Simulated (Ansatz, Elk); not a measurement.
# How far do independent atoms describe Be3Bi?, part 2 of 2

Structure refinements treat a crystal as free atoms side by side. For a made-up structure of Be3Bi (cell and positions from a PBE relaxation) the runs below show what the calculated density changes in F(hkl).

Elk 11.2.3 (patched build); all-electron DFT.

So far: Starting point; Ground state and structure factors; The highest occupied states alone; Another try.

The structure was built from a prototype and need not be the compound's stable phase.

### Step 5. Another functional

Level of this step: DFT, LDA (Perdew-Wang), all-electron APW+lo, Dirac cores, scalar-relativistic bands, static density, no spin (Elk).

The difference from free atoms is small, so it is set against the change that LDA (Perdew-Wang) makes.

Contents of elk.in:

```
tasks
  0
  195

xctype
  3

spinpol
  .false.

rgkmax
  7.0

gmaxvr
  14.0

lmaxo
  7

lmaxapw
  8

swidth
  0.002

tshift
  .false.

ramdisk
  .false.

hmaxvr
  5.5

maxscl
  120

epspot
  1e-06

sppath
  './'

avec
  7.38701830621 0.00000000000 0.00000000000
  0.00000000000 7.38701830621 -0.00000000000
  0.00000000000 -0.00000000000 7.38701830621

atoms
  2
  'Bi.in'
  1
  -0.0000000000 -0.0000000000 0.0000000000   0.000000 0.000000 0.000000
  'Be.in'
  3
  0.5000000000 0.5000000000 -0.0000000000   0.000000 0.000000 0.000000
  0.5000000000 0.0000000000 0.5000000000   0.000000 0.000000 0.000000
  0.0000000000 0.5000000000 0.5000000000   0.000000 0.000000 0.000000

ngridk
  6 6 6
```

The run is started by

```bash
$ OMP_NUM_THREADS=4 elk
```

Numbers of over 12 decimals in the logs are rounded to 6 here.

The program printed:

```text
┌─────────────────────────┐
│ Elk code version 11.2.3 │
└─────────────────────────┘

All units are atomic (Hartree, Bohr, etc.)

┌─────────────────────────────────────────────────┐
│ Ground-state run starting from atomic densities │
└─────────────────────────────────────────────────┘

Lattice vectors :
   7.387018306       0.000000000       0.000000000
   0.000000000       7.387018306      -0.000000000
   0.000000000      -0.000000000       7.387018306

Reciprocal lattice vectors :
  0.8505712382      -0.000000000      -0.000000000
[...]
species : 2 (Be)
[...]
atom 2                    :    2.634878927     (  0.1191560278E-02)
   atom 3                    :    2.634878927     (  0.1191560278E-02)
 total in muffin-tins        :    89.46285177
 total calculated charge     :    94.99552811
 total charge                :    95.00000000
 error                       :   0.4471888543E-02

┌──────────────────────────────┐
│ Self-consistent loop stopped │
└──────────────────────────────┘

Warning : core states of species 1 leak from the muffin-tin :   0.7002632643E-03

Warning : core states of species 2 leak from the muffin-tin :   0.1191560278E-02

Wrote STATE.OUT
[key lines of the parts left out:]
total energy                :     -21613.732673982
```

It took 7.2 s on 4 threads of Arm Neoverse V2, shared host; peak memory 0.16 GiB.

Against the first run R = 0.04 %; the largest change is -0.038 at 620.

### Step 6. A coarser k-mesh

About half the k-points along each axis test the sampling.

elk.in: that of step 5 with these lines changed.

```diff
@@ -5,3 +5,3 @@
 xctype
-  3
+  20
 
@@ -60,2 +60,2 @@
 ngridk
-  6 6 6
+  3 3 3
```

The run is started by

```bash
$ OMP_NUM_THREADS=4 elk
```

The program printed:

```text
┌─────────────────────────┐
│ Elk code version 11.2.3 │
└─────────────────────────┘

All units are atomic (Hartree, Bohr, etc.)

┌─────────────────────────────────────────────────┐
│ Ground-state run starting from atomic densities │
└─────────────────────────────────────────────────┘

Lattice vectors :
   7.387018306       0.000000000       0.000000000
   0.000000000       7.387018306      -0.000000000
   0.000000000      -0.000000000       7.387018306

Reciprocal lattice vectors :
  0.8505712382      -0.000000000      -0.000000000
[...]
species : 2 (Be)
[...]
atom 2                    :    2.632639131     (  0.1095889513E-02)
   atom 3                    :    2.632639131     (  0.1095889513E-02)
 total in muffin-tins        :    89.42461800
 total calculated charge     :    94.99582197
 total charge                :    95.00000000
 error                       :   0.4178026370E-02

┌──────────────────────────────┐
│ Self-consistent loop stopped │
└──────────────────────────────┘

Warning : core states of species 1 leak from the muffin-tin :   0.6970415725E-03

Warning : core states of species 2 leak from the muffin-tin :   0.1095889513E-02

Wrote STATE.OUT
[key lines of the parts left out:]
total energy                :     -21625.737973327
```

Wall time 8.9 s (4 threads); peak memory 0.16 GiB.

Against the first run R = 0.00 %; the largest change is -0.044 at 200.

### Step 7. Basis size

The basis and the expansions that go with it are enlarged, to see whether the differences are converged.

elk.in: that of step 6 with these lines changed.

```diff
@@ -11,12 +11,12 @@
 rgkmax
-  7.0
+  8.5
 
 gmaxvr
-  14.0
+  18.0
 
 lmaxo
-  7
+  9
 
 lmaxapw
-  8
+  10
 
@@ -60,2 +60,2 @@
 ngridk
-  3 3 3
+  6 6 6
```

The run is started by

```bash
$ OMP_NUM_THREADS=4 elk
```

The program printed:

```text
┌─────────────────────────┐
│ Elk code version 11.2.3 │
└─────────────────────────┘

All units are atomic (Hartree, Bohr, etc.)

┌─────────────────────────────────────────────────┐
│ Ground-state run starting from atomic densities │
└─────────────────────────────────────────────────┘

Lattice vectors :
   7.387018306       0.000000000       0.000000000
   0.000000000       7.387018306      -0.000000000
   0.000000000      -0.000000000       7.387018306

Reciprocal lattice vectors :
  0.8505712382      -0.000000000      -0.000000000
[...]
species : 2 (Be)
[...]
atom 2                    :    2.632041816     (  0.1095590948E-02)
   atom 3                    :    2.632041816     (  0.1095590948E-02)
 total in muffin-tins        :    89.41349885
 total calculated charge     :    94.99603554
 total charge                :    95.00000000
 error                       :   0.3964457531E-02

┌──────────────────────────────┐
│ Self-consistent loop stopped │
└──────────────────────────────┘

Warning : core states of species 1 leak from the muffin-tin :   0.6972516775E-03

Warning : core states of species 2 leak from the muffin-tin :   0.1095590948E-02

Wrote STATE.OUT
[key lines of the parts left out:]
total energy                :     -21625.738423917
```

Elapsed: 28 s, on 4 threads; peak memory 0.25 GiB.

Against the first run R = 0.00 %; the largest change is +0.001 at 330.

### Step 8. Settings against the effect

| run | R against the first run (%) | R against neutral atoms, low angle (%) | wall time |
| --- | --- | --- | --- |
| PBE, rgkmax 7 | 0.00 | 0.11 | 12 s |
| LDA (Perdew-Wang) | 0.04 | 0.11 | 7.2 s |
| k-mesh 3×3×3 | 0.00 | 0.12 | 8.9 s |
| rgkmax 8.5 with larger expansions | 0.00 | 0.11 | 28 s |

### Step 9. What came out

* R against neutral atoms, sin θ/λ < 0.3 Å⁻¹: 0.11 %
* R against neutral atoms, 0.3 to 0.82 Å⁻¹: 0.06 %

In words: Independent neutral atoms miss the calculated amplitudes by R = 0.11 % below 0.3 Å⁻¹ and 0.06 % from there to 0.82 Å⁻¹; by shells, 0.26 % below 0.15 Å⁻¹ (1 form), 0.09 % 0.15 to 0.3 (4 forms), 0.02 % 0.3 to 0.45 (7 forms), 0.07 % above 0.45 (36 forms). Bonding, aspherical density and the tables' own atoms all enter these figures, and the runs don't part them. The largest change of an amplitude is -0.20 electrons, at 200. The window's part falls from 11.0 electrons at the origin to at most 0.12 between 0.45 and 0.82 Å⁻¹. Below 0.3 Å⁻¹ the changes that finished (LDA (Perdew-Wang), k-mesh 3×3×3 and rgkmax 8.5 with larger expansions) move F by R = 0.02 % at most, against the 0.11 % that separates it from free atoms. Spin-orbit coupling is left out, which can matter for elements this heavy. Part of the difference isn't bonding: the tables are fits to free atoms and ions calculated by other methods than this functional. Thermal motion, anomalous dispersion and extinction are left out.

[Logs are printed without paths, hosts, clocks, repeated set-up lines and the standing remarks that a program may print on its own settings, such as how far it seeks lower states.]

[Hosts, paths, dates, database ids (printed as entryN), source tags and the programs' standing remarks are cut or masked in the printed files.]
